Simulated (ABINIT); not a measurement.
# A GW chain in ABINIT: Ba2H3I (P-3m1), part 3 of 3

Wanted: ground state, empty states, screening and self-energy for Ba2H3I (P-3m1).

ABINIT 10.8.3; LDA and many-body steps on it, plane waves. Known limits of the many-body steps: not at the basis limit; no spin-orbit coupling; coarse k mesh.

So far. Step 3 (Bands along the symmetry lines): The gap is 1.962 eV, as in the run before at this level. Step 4 (Empty states on the mesh, 3×3×1 mesh, 120 bands): On this mesh the gap is 2.309 eV. The earlier step found 1.962 eV, so this mesh misses an edge.

### Step 5. Screening, 3×3×1 mesh, 110 bands, screening to 106.1 eV

The RPA dielectric matrix is built and inverted for each q.

This step: RPA screening on LDA, plane waves, norm-conserving pseudopotentials.

run.abi

```
acell 3*1.0 Angstrom
rprim 
  4.536403231722 0.000000000020 0.000000000000
  -2.268201615878 3.928640440471 0.000000000000
  0.000000000000 0.000000000000 8.119554120000
ntypat 3
znucl 56 1 53
natom 6
typat 1 1 2 2 2 3
xred 
  0.666666666667 0.333333333333 0.684719380000
  0.333333333333 0.666666666667 0.315280620000
  0.666666666667 0.333333333333 0.356100520000
  0.333333333333 0.666666666667 0.643899480000
  0.000000000000 0.000000000000 0.500000000000
  0.000000000000 0.000000000000 0.000000000000
pp_dirpath "pseudos"
pseudos "Ba.upf, H.upf, I.upf"
ecut 31
ngkpt 3 3 1
nshiftk 1
shiftk 0 0 0
kptopt 1
chksymbreak 0
istwfk *1
occopt 1
irdwfk 1
optdriver 3
nband 110
ecuteps 3.9
inclvkb 2
awtr 1
symchi 1
indata_prefix "in"
outdata_prefix "out"
tmpdata_prefix "tmp"
```

Launch:

```bash
$ OMP_NUM_THREADS=1 mpirun -n 4 abinit run.abi > log
```

Numbers of over 12 decimals in the logs are rounded to 6 here.

The log of the run:

```text
.Version 10.8.3 of ABINIT. v10.8.2 released Aug 2026.

 Symmetries : space group P-3 m 1 (#164); Bravais hP (primitive hexag.)
[... echo of the input left out ...]
== DATASET  1 ==================================================================
-   mpi_nproc: 4, omp_nthreads: 1 (-1 if OMP is not activated)

--- !DatasetInfo
iteration_state: {dtset: 1, }
dimensions: {natom: 6, nkpt: 3, mband: 110, nsppol: 1, nspinor: 1, nspden: 1, mpw: 8061, }
cutoff_energies: {ecut:  31.0, pawecutdg:  -1.0, }
electrons: {nelect:   3.00000000E+01, charge:   0.00000000E+00, occopt:   1.00000000E+00, tsmear:   1.00000000E-02, }

 SCREENING: Calculation of the susceptibility and dielectric matrices

 Based on a program developped by R.W. Godby, V. Olevano, G. Onida, and L. Reining.
 Incorporated in ABINIT by V. Olevano, G.-M. Rignanese, and M. Torrent.
.Using double precision arithmetic ; gwpc =  8

[... cell and pseudopotentials left out ...]
--------------------------------------------------------------------------------

 ==== K-mesh for the wavefunctions ====
 Number of points in the irreducible wedge :     3
[... list of points left out ...]
 Together with 12 symmetry operations and time-reversal symmetry
 yields     9 points in the full Brillouin Zone.

 ==== Q-mesh for the screening function ====
 Number of points in the irreducible wedge :     3
[... list of points left out ...]
 Together with 12 symmetry operations and time-reversal symmetry
 yields     9 points in the full Brillouin Zone.

 setmesh: FFT mesh size selected  =    25x   25x   54
          total number of points  =        33750

 vcoul_init : cutoff-mode = AUXILIARY_FUNCTION
 q-points for optical limit:   1
     1)      0.000010    0.000020    0.000030

- screening: taking advantage of time-reversal symmetry
- Maximum band index for partially occupied states nbvw = 15
- Remaining bands to be divided among processors   nbcw = 95
- Number of bands treated by each node ~23

 Number of electrons calculated from density =   30.0000; Expected =   30.0000
 average of density, n =  0.030721
 r_s =    1.9807
 omega_plasma =   16.9073 [eV]

 calculating chi0 at frequencies [eV] :
  1    0.000000E+00    0.000000E+00
  2    0.000000E+00    1.690732E+01

--------------------------------------------------------------------------------
  q-point number  1        q = ( 0.000000, 0.000000, 0.000000) [r.l.u.]
--------------------------------------------------------------------------------
[... chi0 elements left out ...]
 For q-point:  0.000010 0.000020 0.000030
  dielectric constant =   4.9588
  dielectric constant without local fields =   5.6702

  Average fulfillment of the sum rule on Im[epsilon] for q-point    1 :     84.36  [%]
[... wings left out ...]
  q-point number  2        q = ( 0.333333, 0.000000, 0.000000) [r.l.u.]
--------------------------------------------------------------------------------
[... chi0 elements left out ...]
  Average fulfillment of the sum rule on Im[epsilon] for q-point    2 :     89.00  [%]

 [... 1 further q-points ...]
```

The job ended after 14 s (4 MPI ranks of Arm Neoverse V1, shared host; peak memory 0.8 GiB; 55 s of CPU time).

This step gave:

```
ε∞ with local fields, on this mesh, along the program's q direction : 4.959
the same without local fields                                       : 5.670
plasma frequency                                                    : 16.91 eV
plane waves in the screening matrix                                 : 361
```

Local fields lower ε∞ by 13 %. On a Γ-centred mesh this coarse the value itself is usually too large, while a short band sum pulls it down.

### Step 6. Self-energy, 3×3×1 mesh, 110 bands, screening to 106.1 eV

The self-energy is evaluated for the states that the input lists, and the levels follow from it, in one-shot runs by the linearised quasiparticle equation.

This step: G0W0 on LDA, plane waves, norm-conserving pseudopotentials.

run.abi: that of step 5 with these lines changed.

```diff
@@ -27,8 +27,17 @@
 irdwfk 1
-optdriver 3
+optdriver 4
 nband 110
+gwcalctyp 0
+ecutsigx 31
+symsigma 1
+nkptgw 2
+kptgw 
+  0.0000000000 0.0000000000 0.0000000000
+  0.3333333333 0.3333333333 0.0000000000
+bdgw 
+  14 18
+  14 17
 ecuteps 3.9
-inclvkb 2
-awtr 1
-symchi 1
+irdscr 1
+ppmodel 1
 indata_prefix "in"
```

The log of the run:

```text
.Version 10.8.3 of ABINIT. v10.8.2 released Aug 2026.

 Symmetries : space group P-3 m 1 (#164); Bravais hP (primitive hexag.)
[... echo of the input left out ...]
== DATASET  1 ==================================================================
-   mpi_nproc: 4, omp_nthreads: 1 (-1 if OMP is not activated)

--- !DatasetInfo
iteration_state: {dtset: 1, }
dimensions: {natom: 6, nkpt: 3, mband: 110, nsppol: 1, nspinor: 1, nspden: 1, mpw: 8061, }
cutoff_energies: {ecut:  31.0, pawecutdg:  -1.0, }
electrons: {nelect:   3.00000000E+01, charge:   0.00000000E+00, occopt:   1.00000000E+00, tsmear:   1.00000000E-02, }

 SIGMA: Calculation of the GW corrections

 Based on a program developped by R.W. Godby, V. Olevano, G. Onida, and L. Reining.
 Incorporated in ABINIT by V. Olevano, G.-M. Rignanese, and M. Torrent.
.Using double precision arithmetic ; gwpc =  8

[... cell and pseudopotentials left out ...]
--------------------------------------------------------------------------------

 ==== K-mesh for the wavefunctions ====
 Number of points in the irreducible wedge :     3
[... list of points left out ...]
 Together with 12 symmetry operations and time-reversal symmetry
 yields     9 points in the full Brillouin Zone.

 ==== Q-mesh for screening function ====
 Number of points in the irreducible wedge :     3
[... list of points left out ...]
 Together with 12 symmetry operations and time-reversal symmetry
 yields     9 points in the full Brillouin Zone.

 vcoul_init : cutoff-mode = AUXILIARY_FUNCTION
 q-points for optical limit:   1
     1)      0.000010    0.000020    0.000030
 setmesh: FFT mesh size selected  =    40x   40x   80
          total number of points  =       128000

 Number of electrons calculated from density =   30.0000; Expected =   30.0000
 average of density, n =  0.030721
 r_s =    1.9807
 omega_plasma =   16.9073 [eV]

 === KS Band Gaps ===
  >>>> For spin  1
   Minimum direct gap =   2.4719 [eV], located at k-point      :   0.0000  0.0000  0.0000
   Fundamental gap    =   2.3089 [eV], Top of valence bands at :   0.0000  0.0000  0.0000
                                       Bottom of conduction at :   0.3333  0.3333  0.0000
 SIGMA fundamental parameters:
 PLASMON POLE MODEL  1
 number of plane-waves for SigmaX                 8055
 number of plane-waves for SigmaC and W            361
 number of plane-waves for wavefunctions          8055
 number of bands                                   110
 number of independent spin polarizations            1
 number of spinorial components                      1
 number of k-points in IBZ                           3
 number of q-points in IBZ                           3
 number of symmetry operations                      12
 number of k-points in BZ                            9
 number of q-points in BZ                            9
 number of frequencies for dSigma/dE                 9
 frequency step for dSigma/dE [eV]                0.25
 number of omega for Sigma on real axis              0
 max omega for Sigma on real axis  [eV]           0.00
 zcut for avoiding poles [eV]                     0.10

 EPSILON^-1 parameters (SCR file):
 dimension of the eps^-1 matrix on file            361
 dimension of the eps^-1 matrix used               361
 number of plane-waves for wavefunctions          8055
 number of bands                                   110
 number of q-points in IBZ                           3
 number of frequencies                               2
 number of real frequencies                          1
 number of imag frequencies                          1

 matrix elements of self-energy operator (all in [eV])

 Perturbative Calculation

--- !SelfEnergy_ee
iteration_state: {dtset: 1, }
kpoint     : [   0.000,    0.000,    0.000, ]
spin       : 1
KS_gap     :    2.472
QP_gap     :    3.989
Delta_QP_KS:    1.517
data: !SigmaeeData |
     Band     E0 <VxcDFT>   SigX SigC(E0)      Z dSigC/dE  Sig(E)    E-E0       E
       14   1.709 -10.744 -13.929   2.296   0.773  -0.294 -11.431  -0.687   1.023
       15   3.886 -10.469 -13.064   1.774   0.775  -0.290 -11.106  -0.637   3.250
       16   6.358  -8.401  -3.923  -3.404   0.820  -0.220  -7.520   0.881   7.239
       17   6.437  -9.533  -4.745  -3.466   0.813  -0.230  -8.458   1.075   7.512
       18   6.437  -9.533  -4.745  -3.466   0.813  -0.230  -8.458   1.075   7.512

--- !SelfEnergy_ee
iteration_state: {dtset: 1, }
kpoint     : [   0.333,    0.333,    0.000, ]
spin       : 1
KS_gap     :    4.127
QP_gap     :    5.799
Delta_QP_KS:    1.672
data: !SigmaeeData |
     Band     E0 <VxcDFT>   SigX SigC(E0)      Z dSigC/dE  Sig(E)    E-E0       E
       14   2.068 -10.852 -14.136   2.367   0.772  -0.295 -11.559  -0.707   1.361
       15   2.068 -10.852 -14.136   2.367   0.772  -0.295 -11.559  -0.707   1.361
       16   6.195  -8.824  -4.202  -3.438   0.816  -0.226  -7.859   0.965   7.160
       17   6.195  -8.824  -4.202  -3.438   0.816  -0.226  -7.859   0.965   7.160

== END DATASET(S) ==============================================================
================================================================================

 -outvars: echo values of variables after computation  --------
           etotal      0.0000000000E+00
            nband         110
             nkpt           3
          spgroup         164
 [... the other variables as echoed above ...]

 Calculation completed.
```

Elapsed: 9.3 s, on 4 MPI ranks; peak memory 0.68 GiB; 37 s of CPU time.

Numbers from this step:

```yaml
g0w0_gap_on_the_points_computed: 3.91 eV
starting_gap_on_the_mesh: 2.309 eV
k_of_the_valence_top: 0, 0, 0
k_of_the_conduction_bottom: 0.3333, 0.3333, 0
z_at_the_valence_top: 0.775
z_at_the_conduction_bottom: 0.816
least_direct_g0w0_gap_on_the_computed_points: 3.989 eV
```

The gap on the mesh goes from 2.31 eV to 3.91 eV, a correction of +1.60 eV. The start differs from the 1.96 eV found before because the two sample other k points.

Limits: finite bands, cutoff and mesh; no spin-orbit coupling; coarse k mesh. v1 is the top filled band, c1 the lowest empty one. Levels before and after the correction, in eV, zero at the valence-band top of each column:

|  | conduction bottom | valence top |
| --- | --- | --- |
| Kohn-Sham | 2.31 | 0.00 |
| G0W0 | 3.91 | 0.00 |

|  | level | energy (eV) |
| --- | --- | --- |
| Kohn-Sham | Γ v2 | -2.177 |
| Kohn-Sham | Γ v1 | 0.000 |
| Kohn-Sham | Γ c1 | 2.472 |
| Kohn-Sham | Γ c2-c3 | 2.550 |
| Kohn-Sham | (0.333 0.333 0) v2-v1 | -1.818 |
| Kohn-Sham | (0.333 0.333 0) c1-c2 | 2.309 |
| G0W0 | Γ v2 | -2.227 |
| G0W0 | Γ v1 | 0.000 |
| G0W0 | Γ c1 | 3.989 |
| G0W0 | Γ c2-c3 | 4.262 |
| G0W0 | (0.333 0.333 0) v2-v1 | -1.889 |
| G0W0 | (0.333 0.333 0) c1-c2 | 3.910 |

### Step 7. Where the time went

Times are wall times on 4 MPI ranks of Arm Neoverse V1, shared host, good to a factor of about two.

| step | time | share | memory (GiB) |
| --- | --- | --- | --- |
| ground state | 51 s | 26 % | 0.45 |
| bands along the symmetry lines | 79 s | 41 % | 0.51 |
| empty states on the mesh | 42 s | 21 % | 0.38 |
| screening | 14 s | 7 % | 0.8 |
| self-energy | 9.3 s | 5 % | 0.68 |

### Step 8. Outcome

| Item | Value |
| --- | --- |
| LDA gap | 1.96 eV, indirect |
| G0W0 gap on the mesh | 3.91 eV |
| G0W0 gap over the zone (rigid shift) | 3.56 eV |
| GW settings | 3×3×1 mesh, 110 bands, screening to 106.1 eV, Godby-Needs plasmon pole |
| known limits | not at the basis limit; no spin-orbit coupling; coarse k mesh |

G0W0 moves the gap on the mesh from 2.31 eV to 3.91 eV (+1.60 eV), with Z of 0.78 and 0.82 at the edges. The mesh misses the band edges by 0.35 eV in all; a rigid shift gives 3.56 eV for the zone. Local fields lower the RPA ε∞ on this mesh from 5.67 to 4.96; a Γ-centred mesh this coarse tends to raise both, most where the direct gap is narrow, while a short band sum lowers them. Only 2 of the mesh's irreducible points were corrected, so a valley elsewhere could overtake. The dearest step here is «bands along the symmetry lines». Bands and cutoff are finite, so the gap is not at the basis limit. The miss can reach some tenths of an eV and take either sign; the mesh is an error of its own. In the G0W0 run levels were corrected at 2 k points alone, so a gap called «on the mesh» is the least over those, and an edge elsewhere would be missed. A denser mesh or path gives a starting gap of 1.96 eV: the GW mesh misses a band edge, so its gaps are not the fundamental one. The 3×3×1 mesh is coarse for this cell, which bears on the long-range parts of exchange and screening. The many-body steps are scalar-relativistic: spin-orbit coupling is not in them.

[Paths, hosts, dates, memory and timing lines, banners, echoed tables and standing remarks are left out of the program output.]

[Logs are printed without paths, hosts, clocks, repeated set-up lines and the standing remarks that a program may print on its own settings, such as how far it seeks lower states.]

[Runs of the session that timed out or met a known fault of the program may be left out.]

[Hosts, paths, dates, database ids (printed as entryN), source tags and the programs' standing remarks are cut or masked in the printed files.]

[G0W0 gaps are taken among the corrected bands and points alone; a level outside them can change the order at an edge.]

[Where Ansatz stands beside ABINIT at settings called matched, ABINIT's density can come from a denser mesh and the files from another edition; pairs whose starting gaps differed by over 0.03 eV were left out, so agreement reads better than it is.]
